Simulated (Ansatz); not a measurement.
# Ag wire along [100], 12 atoms a period: bands along the axis

Wanted: the relaxed geometry and the bands of the Ag wire along [100], 12 atoms a period.

Calculated with Ansatz 0.2.0; DFT PBE, plane waves, PAW; relaxation of a wire's period; PAW set soft_1, in the first sound run; inputs show where later runs differ.

**1. The starting structure**

The cell holds 12 atoms: 12 Ag. Cell: a = 13.025 Å, b = 13.025 Å, c = 4.150 Å, α = 90.0°, β = 90.0°, γ = 90.0°. Vacuum lies along a and b. The structure's axis is c.

**2. The relaxed wire**

Band widths follow the bond lengths, so the wire is relaxed first. The atoms and the third cell vector are free; the box across stays fixed as vacuum. A Fermi-Dirac smearing is set since the result may be a metal. The pressure printed is a third of the stress's trace over the whole box, vacuum included; only the stress along the axis is relaxed.

The input, input.yaml:

```yaml
crystal:
  lattice:
    - [13.025, 0.0, 0.0]
    - [0.0, 13.025, 0.0]
    - [0.0, 0.0, 4.15]
  atoms:
    - { symbol: Ag, position: [0.261036468, 0.579654511, 0.0] }
    - { symbol: Ag, position: [0.420345489, 0.420345489, 0.0] }
    - { symbol: Ag, position: [0.420345489, 0.738963532, 0.0] }
    - { symbol: Ag, position: [0.579654511, 0.261036468, 0.0] }
    - { symbol: Ag, position: [0.579654511, 0.579654511, 0.0] }
    - { symbol: Ag, position: [0.738963532, 0.420345489, 0.0] }
    - { symbol: Ag, position: [0.261036468, 0.420345489, 0.5] }
    - { symbol: Ag, position: [0.420345489, 0.261036468, 0.5] }
    - { symbol: Ag, position: [0.420345489, 0.579654511, 0.5] }
    - { symbol: Ag, position: [0.579654511, 0.420345489, 0.5] }
    - { symbol: Ag, position: [0.579654511, 0.738963532, 0.5] }
    - { symbol: Ag, position: [0.738963532, 0.579654511, 0.5] }
kpoints:
  mp_grid: { grid: [1, 1, 20] }
scf:
  occupations: { method: fermi_dirac, width: 0.05 }
hamiltonian:
  xc: pbe
  pseudopotentials: { kind: paw, azcp: { folder: soft_1 } }
relax:
  cell: { fix: [a, b, alpha, beta, gamma] }
  max_steps: 45
  f_tol: 0.03
```

The run is started by

```
$ ansatz run input.yaml --threads 4 --pin off --max-ram 16384MiB --backend cpu --events-out ev --progress --plain --runs-dir out
```

Numbers of over 12 decimals in the logs are rounded to 6 here.

What it wrote:

```text
Engine: ansatz 0.2.0, aarch64-unknown-linux-gnu
Pseudopotentials: kind: paw
Pseudopotential: Ag, paw, valence charge 19, recommended cutoff 420 eV (normal), soft_1/Ag.paw.azcp
Functional definition: PBE
  parameter kappa = 0.804
  parameter beta = 0.066725
  exchange = pbe_x(kappa = kappa, mu = beta*pi^2/3)
  correlation = pbe_c(beta = beta)
Crystal: 12 atoms, lattice volume = 704.050 Å³
Basis set: ecut = 420 eV, 13677 PW (Γ), exchange–correlation on 180×180×60 points (8 copies of the dense FFT grid, shifted against one another)
Bands: 137, of which v1, the nominal top of the filled ones, is band 114 counted from 1 (113 counted from 0)
Symmetry: 16 space group operations
Space group: P42/mcm (ITA 132), of the structure as read, at distance tolerance 8.9e-5 Å
k-points: 11 of 20
Non-local potential: Ag, projectors of the file, l = 0: 3, l = 1: 2, l = 2: 2, l = 3: 1
PAW form: soft (Blöchl's): semilocal exchange-correlation on the pseudo side does not see the compensation charge
PAW one-centre angular grid: Ag, 590 points (default); XC on 64 Gauss nodes
Initial density: superposition of atomic densities (neutral atoms: chi_scale 0, normalization atom)
Initial wavefunctions: pseudopotential atomic-orbital guess
Functional: x = pbe(κ = 0.804, μ = 0.219515), c = pbe(β = 0.066725)
SCF iter   1: F=—  HF=-91082.941363 eV  |F-HF|=—  |Δ(HF+E_count)|=         —  Δρ=2.65e-2  dr2=7.54e0  ethr=3.10e-3  ⟨swp⟩=6.5  Hψ=5740  notcnv=0  defer=54
preconditioner: auto → LDOS  [metal: Δε(μ)=0.053 eV  Ē_g=7.453 eV  σ=0.050 eV  W_gap=0.25  n_scr=142 (ndim 8)  ℏωp=16.1 eV  f_vac=0.593  D(μ)=3.30/eV (n_scr^D=8)  β→1.0]
SCF iter   2: F=—  HF=-91084.574497 eV  |F-HF|=—  |Δ(HF+E_count)|=    1.63e0  Δρ=4.12e-2  dr2=1.17e1  ethr=3.10e-3  ⟨swp⟩=3.0  Hψ=3238  notcnv=0  defer=144
SCF iter   3: F=—  HF=-91081.096330 eV  |F-HF|=—  |Δ(HF+E_count)|=    3.48e0  Δρ=7.92e-3  dr2=3.96e-1  ethr=3.10e-3  ⟨swp⟩=2.2  Hψ=2914  notcnv=0  defer=143
SCF iter   4: F=—  HF=-91081.001731 eV  |F-HF|=—  |Δ(HF+E_count)|=   9.46e-2  Δρ=1.63e-3  dr2=1.89e-2  ethr=1.74e-4  ⟨swp⟩=2.8  Hψ=2687  notcnv=0  defer=143
SCF iter   5: F=—  HF=-91080.997836 eV  |F-HF|=—  |Δ(HF+E_count)|=   3.90e-3  Δρ=4.20e-4  dr2=1.27e-3  ethr=8.28e-6  ⟨swp⟩=2.0  Hψ=2602  notcnv=0  defer=143
SCF iter   6: F=—  HF=-91080.998179 eV  |F-HF|=—  |Δ(HF+E_count)|=   3.43e-4  Δρ=1.55e-4  dr2=2.72e-4  ethr=5.55e-7  ⟨swp⟩=2.0  Hψ=2092  notcnv=0  defer=143
SCF iter   7: F=—  HF=-91080.998168 eV  |F-HF|=—  |Δ(HF+E_count)|=   1.08e-5  Δρ=4.17e-5  dr2=1.10e-5  ethr=1.19e-7  ⟨swp⟩=2.0  Hψ=2036  notcnv=0  defer=143
SCF iter   8: F=—  HF=-91080.998419 eV  |F-HF|=—  |Δ(HF+E_count)|=   2.51e-4  Δρ=1.14e-5  dr2=9.21e-7  ethr=4.84e-9  ⟨swp⟩=2.0  Hψ=2152  notcnv=0  defer=143
SCF iter   9: F=—  HF=-91080.998420 eV  |F-HF|=—  |Δ(HF+E_count)|=   1.17e-6  Δρ=3.65e-6  dr2=1.78e-7  ethr=4.39e-11  ⟨swp⟩=5.0  Hψ=5479  notcnv=0
SCF iter  10: F=-91080.998420 eV  HF=-91080.998420 eV  |F-HF|=5.63e-9  |Δ(HF+E_count)|=   1.40e-9  Δρ=1.24e-6  dr2=9.75e-9  ethr=4.39e-11  ⟨swp⟩=4.0  Hψ=4656  notcnv=0
SCF 1 converged in 10 iterations: F = -91080.998420 eV  dr2 = 9.75e-9
  greatest PAW one-centre occupation: 1.001 electrons in one spin orbital (limit 2), on the Ag atom at site 4 (counted from 0), in its partial waves of l = 0
relax step   1: F+E_penalty+E_count = -91080.99842045 eV  Δ(F+E_penalty+E_count) = +0.000e0 eV  max|allowed force component| = 3.697e-1 eV/Å  Δτ_max = 0.0000 Å  P = -1.351 GPa  Ω = 704.050 Å³  fix = [a, b, alpha, beta, gamma]  reactions: a -1.169, b -1.169 GPa  (10 SCF iters, dr2 threshold 1.00e-7 eV, accepted)
Crystal: 12 atoms, lattice volume = 682.572 Å³
Basis set: ecut = 420 eV, 13365 PW (Γ), exchange–correlation on 180×180×60 points (8 copies of the dense FFT grid, shifted against one another)
Initial density: handed on by an earlier stage of this run
Initial wavefunctions: those handed on with the density
iter 1 solved again at ethr=4.18e-5 eV; its pass at ethr=3.10e-3 eV (dr2=9.54e-2 eV) is discarded
SCF iter   1: F=—  HF=-91081.274704 eV  |F-HF|=—  |Δ(HF+E_count)|=         —  Δρ=3.64e-3  dr2=9.64e-2  ethr=4.18e-5  ⟨swp⟩=3.9  Hψ=7249  notcnv=0
preconditioner: auto → LDOS  [metal: Δε(μ)=0.152 eV  Ē_g=7.838 eV  σ=0.050 eV  W_gap=0.46  n_scr=142 (ndim 8)  ℏωp=16.3 eV  f_vac=0.607  D(μ)=2.83/eV (n_scr^D=8)  β→1.0]
SCF iter   2: F=—  HF=-91081.304597 eV  |F-HF|=—  |Δ(HF+E_count)|=   2.99e-2  Δρ=5.47e-3  dr2=1.93e-1  ethr=4.18e-5  ⟨swp⟩=2.4  Hψ=2977  notcnv=0
SCF iter   3: F=—  HF=-91081.251769 eV  |F-HF|=—  |Δ(HF+E_count)|=   5.28e-2  Δρ=1.10e-3  dr2=7.65e-3  ethr=4.18e-5  ⟨swp⟩=2.0  Hψ=2567  notcnv=0  defer=144
SCF iter   4: F=—  HF=-91081.250115 eV  |F-HF|=—  |Δ(HF+E_count)|=   1.65e-3  Δρ=1.60e-4  dr2=2.37e-4  ethr=3.36e-6  ⟨swp⟩=2.3  Hψ=2381  notcnv=0  defer=144
SCF iter   5: F=—  HF=-91081.250318 eV  |F-HF|=—  |Δ(HF+E_count)|=   2.03e-4  Δρ=3.62e-5  dr2=8.16e-6  ethr=1.04e-7  ⟨swp⟩=2.0  Hψ=2440  notcnv=0  defer=144
SCF iter   6: F=-91081.250320 eV  HF=-91081.250321 eV  |F-HF|=3.99e-7  |Δ(HF+E_count)|=   3.07e-6  Δρ=1.19e-5  dr2=8.69e-7  ethr=5.26e-10  ⟨swp⟩=5.0  Hψ=5514  notcnv=0
SCF 2 converged in 6 iterations: F = -91081.250320 eV  dr2 = 8.69e-7
  greatest PAW one-centre occupation: 1.001 electrons in one spin orbital (limit 2), on the Ag atom at site 9 (counted from 0), in its partial waves of l = 0
relax step   2: F+E_penalty+E_count = -91081.25032041 eV  Δ(F+E_penalty+E_count) = -2.519e-1 eV  max|allowed force component| = 1.500e-1 eV/Å  Δτ_max = 0.1061 Å  P = +0.398 GPa  Ω = 682.572 Å³  energy of the carried Pulay correction = +3.229e-3 eV  fix = [a, b, alpha, beta, gamma]  reactions: a +0.494, b +0.494 GPa  (6 SCF iters, dr2 threshold 1.20e-6 eV, accepted)
Crystal: 12 atoms, lattice volume = 680.116 Å³
Basis set: ecut = 420 eV, 13317 PW (Γ), exchange–correlation on 180×180×60 points (8 copies of the dense FFT grid, shifted against one another)
iter 1 solved again at ethr=5.15e-6 eV; its pass at ethr=3.10e-3 eV (dr2=1.17e-2 eV) is discarded
SCF iter   1: F=—  HF=-91081.291367 eV  |F-HF|=—  |Δ(HF+E_count)|=         —  Δρ=1.30e-3  dr2=1.16e-2  ethr=5.15e-6  ⟨swp⟩=3.5  Hψ=7215  notcnv=0
preconditioner: auto → LDOS  [metal: Δε(μ)=0.086 eV  Ē_g=7.860 eV  σ=0.050 eV  W_gap=0.37  n_scr=142 (ndim 8)  ℏωp=16.4 eV  f_vac=0.600  D(μ)=2.82/eV (n_scr^D=8)  β→1.0]
SCF iter   2: F=—  HF=-91081.293794 eV  |F-HF|=—  |Δ(HF+E_count)|=   2.43e-3  Δρ=1.42e-3  dr2=2.24e-2  ethr=5.10e-6  ⟨swp⟩=2.0  Hψ=2880  notcnv=0
SCF iter   3: F=—  HF=-91081.288394 eV  |F-HF|=—  |Δ(HF+E_count)|=   5.40e-3  Δρ=2.22e-4  dr2=3.03e-4  ethr=5.10e-6  ⟨swp⟩=2.0  Hψ=2481  notcnv=0
SCF iter   4: F=—  HF=-91081.288593 eV  |F-HF|=—  |Δ(HF+E_count)|=   1.99e-4  Δρ=1.55e-4  dr2=1.56e-4  ethr=1.33e-7  ⟨swp⟩=2.0  Hψ=2498  notcnv=0
SCF iter   5: F=—  HF=-91081.288556 eV  |F-HF|=—  |Δ(HF+E_count)|=   3.76e-5  Δρ=1.71e-5  dr2=1.70e-6  ethr=6.85e-8  ⟨swp⟩=2.0  Hψ=2202  notcnv=0
SCF iter   6: F=-91081.288556 eV  HF=-91081.288557 eV  |F-HF|=3.32e-7  |Δ(HF+E_count)|=   1.12e-6  Δρ=8.56e-6  dr2=5.25e-7  ethr=5.26e-10  ⟨swp⟩=4.9  Hψ=5109  notcnv=0
SCF 3 converged in 6 iterations: F = -91081.288556 eV  dr2 = 5.25e-7
relax step   3: F+E_penalty+E_count = -91081.28855629 eV  Δ(F+E_penalty+E_count) = -3.824e-2 eV  max|allowed force component| = 2.175e-2 eV/Å  Δτ_max = 0.0459 Å  P = -0.144 GPa  Ω = 680.116 Å³  energy of the carried Pulay correction = +3.608e-3 eV  fix = [a, b, alpha, beta, gamma]  reactions: a -0.090, b -0.090 GPa  (6 SCF iters, dr2 threshold 1.20e-6 eV, accepted)
Crystal: 12 atoms, lattice volume = 673.924 Å³
Basis set: ecut = 420 eV, 13205 PW (Γ), exchange–correlation on 180×180×60 points (8 copies of the dense FFT grid, shifted against one another)
iter 1 solved again at ethr=7.25e-7 eV; its pass at ethr=3.10e-3 eV (dr2=1.65e-3 eV) is discarded
SCF iter   1: F=—  HF=-91081.298610 eV  |F-HF|=—  |Δ(HF+E_count)|=         —  Δρ=4.33e-4  dr2=1.65e-3  ethr=7.25e-7  ⟨swp⟩=2.9  Hψ=7281  notcnv=0
preconditioner: auto → LDOS  [metal: Δε(μ)=0.108 eV  Ē_g=7.855 eV  σ=0.050 eV  W_gap=0.48  n_scr=142 (ndim 8)  ℏωp=16.4 eV  f_vac=0.597  D(μ)=2.38/eV (n_scr^D=8)  β→1.0]
SCF iter   2: F=—  HF=-91081.299098 eV  |F-HF|=—  |Δ(HF+E_count)|=   4.88e-4  Δρ=5.74e-4  dr2=3.13e-3  ethr=7.25e-7  ⟨swp⟩=2.1  Hψ=2689  notcnv=0
SCF iter   3: F=—  HF=-91081.298214 eV  |F-HF|=—  |Δ(HF+E_count)|=   8.84e-4  Δρ=8.73e-5  dr2=7.29e-5  ethr=7.25e-7  ⟨swp⟩=2.4  Hψ=2506  notcnv=0
SCF iter   4: F=—  HF=-91081.298375 eV  |F-HF|=—  |Δ(HF+E_count)|=   1.60e-4  Δρ=5.28e-5  dr2=2.30e-5  ethr=3.20e-8  ⟨swp⟩=2.0  Hψ=2234  notcnv=0
SCF iter   5: F=—  HF=-91081.298370 eV  |F-HF|=—  |Δ(HF+E_count)|=   4.65e-6  Δρ=7.30e-6  dr2=3.10e-7  ethr=1.01e-8  ⟨swp⟩=2.0  Hψ=2226  notcnv=0
SCF iter   6: F=-91081.298370 eV  HF=-91081.298370 eV  |F-HF|=4.83e-8  |Δ(HF+E_count)|=   3.23e-7  Δρ=3.43e-6  dr2=7.20e-8  ethr=6.97e-11  ⟨swp⟩=4.6  Hψ=5201  notcnv=0
SCF 4 converged in 6 iterations: F = -91081.298370 eV  dr2 = 7.20e-8
relax step   4: F+E_penalty+E_count = -91081.29837019 eV  Δ(F+E_penalty+E_count) = -9.814e-3 eV  max|allowed force component| = 1.895e-2 eV/Å  Δτ_max = 0.0151 Å  P = -0.125 GPa  Ω = 673.924 Å³  energy of the carried Pulay correction = +4.573e-3 eV  fix = [a, b, alpha, beta, gamma]  reactions: a -0.101, b -0.101 GPa  (6 SCF iters, dr2 threshold 1.59e-7 eV, accepted)
Crystal: 12 atoms, lattice volume = 664.154 Å³
Basis set: ecut = 420 eV, 13061 PW (Γ), exchange–correlation on 180×180×60 points (8 copies of the dense FFT grid, shifted against one another)
iter 1 solved again at ethr=1.91e-6 eV; its pass at ethr=3.10e-3 eV (dr2=4.35e-3 eV) is discarded
SCF iter   1: F=—  HF=-91081.306848 eV  |F-HF|=—  |Δ(HF+E_count)|=         —  Δρ=6.76e-4  dr2=4.32e-3  ethr=1.91e-6  ⟨swp⟩=2.5  Hψ=6934  notcnv=0
preconditioner: auto → LDOS  [insulator: Δε(μ)=0.130 eV  Ē_g=7.873 eV  σ=0.050 eV  W_gap=0.57  n_scr=142 (ndim 8)  ℏωp=16.6 eV  f_vac=0.593  D(μ)=2.24/eV (n_scr^D=8)  ε∞_Penn≈5.4  β→1.0]
SCF iter   2: F=—  HF=-91081.308315 eV  |F-HF|=—  |Δ(HF+E_count)|=   1.47e-3  Δρ=9.70e-4  dr2=8.86e-3  ethr=1.89e-6  ⟨swp⟩=2.0  Hψ=2904  notcnv=0
SCF iter   3: F=—  HF=-91081.305890 eV  |F-HF|=—  |Δ(HF+E_count)|=   2.42e-3  Δρ=2.03e-4  dr2=4.09e-4  ethr=1.89e-6  ⟨swp⟩=2.2  Hψ=2291  notcnv=0
SCF iter   4: F=—  HF=-91081.305826 eV  |F-HF|=—  |Δ(HF+E_count)|=   6.36e-5  Δρ=8.86e-5  dr2=6.38e-5  ethr=1.79e-7  ⟨swp⟩=2.0  Hψ=2233  notcnv=0
SCF iter   5: F=—  HF=-91081.305887 eV  |F-HF|=—  |Δ(HF+E_count)|=   6.13e-5  Δρ=1.11e-5  dr2=8.10e-7  ethr=2.80e-8  ⟨swp⟩=2.0  Hψ=2227  notcnv=0
SCF iter   6: F=—  HF=-91081.305888 eV  |F-HF|=—  |Δ(HF+E_count)|=   5.92e-7  Δρ=6.46e-6  dr2=2.60e-7  ethr=3.55e-10  ⟨swp⟩=2.5  Hψ=2984  notcnv=0
SCF iter   7: F=-91081.305888 eV  HF=-91081.305888 eV  |F-HF|=8.15e-10  |Δ(HF+E_count)|=   4.16e-8  Δρ=2.17e-6  dr2=2.26e-8  ethr=3.30e-11  ⟨swp⟩=3.0  Hψ=5830  notcnv=0
SCF 5 converged in 7 iterations: F = -91081.305888 eV  dr2 = 2.26e-8
relax step   5: F+E_penalty+E_count = -91081.30588794 eV  Δ(F+E_penalty+E_count) = -7.518e-3 eV  max|allowed force component| = 1.940e-3 eV/Å  Δτ_max = 0.0226 Å  P = -0.064 GPa  Ω = 664.154 Å³  energy of the carried Pulay correction = +6.126e-3 eV  fix = [a, b, alpha, beta, gamma]  reactions: a -0.094, b -0.094 GPa  (7 SCF iters, dr2 threshold 7.53e-8 eV, accepted)
Basis set: ecut = 420 eV, 13061 PW (Γ), exchange–correlation on 180×180×54 points (8 copies of the dense FFT grid, shifted against one another)
Initial wavefunctions: pseudopotential atomic-orbital guess (no wavefunctions were taken with the density)
iter 1 solved again at ethr=3.26e-7 eV; its pass at ethr=3.10e-3 eV (dr2=7.44e-4 eV) is discarded
SCF iter   1: F=—  HF=-91081.299184 eV  |F-HF|=—  |Δ(HF+E_count)|=         —  Δρ=1.08e-4  dr2=1.14e-5  ethr=3.26e-7  ⟨swp⟩=4.8  Hψ=10443  notcnv=0
preconditioner: auto → LDOS  [insulator: Δε(μ)=0.132 eV  Ē_g=7.872 eV  σ=0.050 eV  W_gap=0.57  n_scr=142 (ndim 8)  ℏωp=16.6 eV  f_vac=0.593  D(μ)=2.22/eV (n_scr^D=8)  ε∞_Penn≈5.4  β→1.0]
SCF iter   2: F=—  HF=-91081.299329 eV  |F-HF|=—  |Δ(HF+E_count)|=   1.45e-4  Δρ=6.98e-5  dr2=2.52e-5  ethr=4.98e-9  ⟨swp⟩=2.5  Hψ=3079  notcnv=0
SCF iter   3: F=—  HF=-91081.299323 eV  |F-HF|=—  |Δ(HF+E_count)|=   5.63e-6  Δρ=3.78e-5  dr2=8.35e-6  ethr=4.98e-9  ⟨swp⟩=2.0  Hψ=2762  notcnv=0
SCF iter   4: F=—  HF=-91081.299321 eV  |F-HF|=—  |Δ(HF+E_count)|=   2.22e-6  Δρ=1.24e-5  dr2=8.85e-7  ethr=3.66e-9  ⟨swp⟩=2.0  Hψ=2100  notcnv=0
SCF iter   5: F=—  HF=-91081.299321 eV  |F-HF|=—  |Δ(HF+E_count)|=   2.53e-7  Δρ=2.38e-6  dr2=3.35e-8  ethr=3.88e-10  ⟨swp⟩=2.0  Hψ=2197  notcnv=0
SCF iter   6: F=—  HF=-91081.299321 eV  |F-HF|=—  |Δ(HF+E_count)|=   9.49e-9  Δρ=1.81e-7  dr2=1.75e-10  ethr=1.47e-11  ⟨swp⟩=2.0  Hψ=2714  notcnv=0
SCF iter   7: F=-91081.299321 eV  HF=-91081.299321 eV  |F-HF|=0.00e0  |Δ(HF+E_count)|=    0.00e0  Δρ=5.34e-8  dr2=1.92e-11  ethr=1.00e-12  ⟨swp⟩=5.0  Hψ=5377  notcnv=0
SCF 6 converged in 7 iterations: F = -91081.299321 eV  dr2 = 1.92e-11
relax step   6: F+E_penalty+E_count = -91081.29932071 eV  Δ(F+E_penalty+E_count) = +6.567e-3 eV  max|allowed force component| = 1.579e-3 eV/Å  Δτ_max = 0.0000 Å  P = -0.061 GPa  Ω = 664.154 Å³  fix = [a, b, alpha, beta, gamma]  reactions: a -0.090, b -0.090 GPa  stress off target by 2.37e-3 GPa on what of the cell is left free  SCF on the basis re-selected at this cell (its energy is not comparable with the rows above)  (7 SCF iters)
basis re-selected at this cell: Δ(F+E_penalty+E_count) = +6.567e-3 eV, ΔP = +0.003 GPa vs the last step (what re-selecting the basis moved, of the pressure what is left beyond the Pulay correction that the steps carried, after the strain that the cell walked since its last selection, with what the two solves' SCF thresholds leave and, on support functions, any second-order correction that the steps lacked; it is no measure of the basis error at this ecutwfc). The dense FFT grid was sized anew with the basis: this SCF ran on 90×90×27 points, the steps before it on 90×90×30, so part of this shift can come from that change (see relax.cell in the input reference). [rest of the remark cut]
SCF converged after 7 iterations
Free energy (F): -91081.299321 eV
Harris-Foulkes:  -91081.299321 eV  (|F-HF|=0.00e0)
Internal energy: -91081.278753 eV  (E = F + TS)
E sigma→0 (E₀):  -91081.289037 eV
Entropy (-TS):   -0.020567 eV (-1.714 meV/atom)
Fermi energy:    2.735242 eV
--- Per-component energies (eV) ---
  E_band       = -6110.574468
  E_kinetic    = 5615.831740
  E_local      = -129506.169980  (includes V_loc(G=0)·N_el)
  E_nonlocal   = 387.529247
  E_hartree    = 62908.815262
  E_xc         = -1897.226922
  E_vxc        = -2399.295020  (∫ρ·V_xc dr)
  E_paw        = -47478.526436  (= ΣΔE_a)
  E_vpaw       = -6026.104359  (= ΣTr[D̂ρ^β])
  E_aug_tail   = 0.004482  (compensation charges beyond the density's cutoff)
  E_ewald      = 18888.463853
  E_smearing   = -0.020567  (= −TS)
  E_closure    = -0.000000  (closes the sum)
  Σ components = -91081.299321   (vs F -91081.299321, Δ=0.00e0)
--- Forces (eV/Å), atoms counted from 1 ---
  atom   1  Ag    -0.00131473    -0.00052135     0.00000000
  atom   2  Ag    -0.00157898    -0.00157898     0.00000000
  atom   3  Ag     0.00052135     0.00131473     0.00000000
  atom   4  Ag    -0.00052135    -0.00131473     0.00000000
  atom   5  Ag     0.00157898     0.00157898     0.00000000
  atom   6  Ag     0.00131473     0.00052135     0.00000000
  atom   7  Ag    -0.00131473     0.00052135     0.00000000
  atom   8  Ag     0.00052135    -0.00131473     0.00000000
  atom   9  Ag    -0.00157898     0.00157898     0.00000000
  atom  10  Ag     0.00157898    -0.00157898     0.00000000
  atom  11  Ag    -0.00052135     0.00131473     0.00000000
  atom  12  Ag     0.00131473    -0.00052135     0.00000000
  max |Σ_I F_I| component: 7.59e-19 eV/Å
--- Stress (GPa, compression-positive) ---
       -0.090157       0.000000       0.000000
        0.000000      -0.090157       0.000000
        0.000000       0.000000      -0.002367
  P = ⅓ Tr σ = -0.0609 GPa (-0.609 kbar)
--- Relaxed structure (5 steps of the walk, 5 accepted, 1 SCFs on fresh bases) ---
  F+E_penalty+E_count = -91081.29932071 eV   max|allowed force component| = 1.579e-3 eV/Å   (the final SCF, on the basis selected at the relaxed cell)
  cell:  # Å, volume = 664.1539 Å³
    - [13.025, 0.0, 0.0]
    - [0.0, 13.025, 0.0]
    - [0.0, 0.0, 3.914833]
  atoms:
    - { symbol: Ag, position: [0.262686, 0.579025, 0.0] }
    - { symbol: Ag, position: [0.418163, 0.418163, 0.0] }
    - { symbol: Ag, position: [0.420975, 0.737314, 0.0] }
    - { symbol: Ag, position: [0.579025, 0.262686, 0.0] }
    - { symbol: Ag, position: [0.581837, 0.581837, 0.0] }
    - { symbol: Ag, position: [0.737314, 0.420975, 0.0] }
    - { symbol: Ag, position: [0.262686, 0.420975, 0.5] }
    - { symbol: Ag, position: [0.420975, 0.262686, 0.5] }
    - { symbol: Ag, position: [0.418163, 0.581837, 0.5] }
    - { symbol: Ag, position: [0.581837, 0.418163, 0.5] }
    - { symbol: Ag, position: [0.579025, 0.737314, 0.5] }
    - { symbol: Ag, position: [0.737314, 0.579025, 0.5] }
```

Wall time 81 s (4 threads of Arm Neoverse V2, shared host); peak memory 2.2 GiB.

(Continued in part 2 of 2.)

[Logs are printed without paths, hosts, clocks, repeated set-up lines and the standing remarks that a program may print on its own settings, such as how far it seeks lower states.]

[Hosts, paths, dates, database ids (printed as entryN), source tags and the programs' standing remarks are cut or masked in the printed files.]
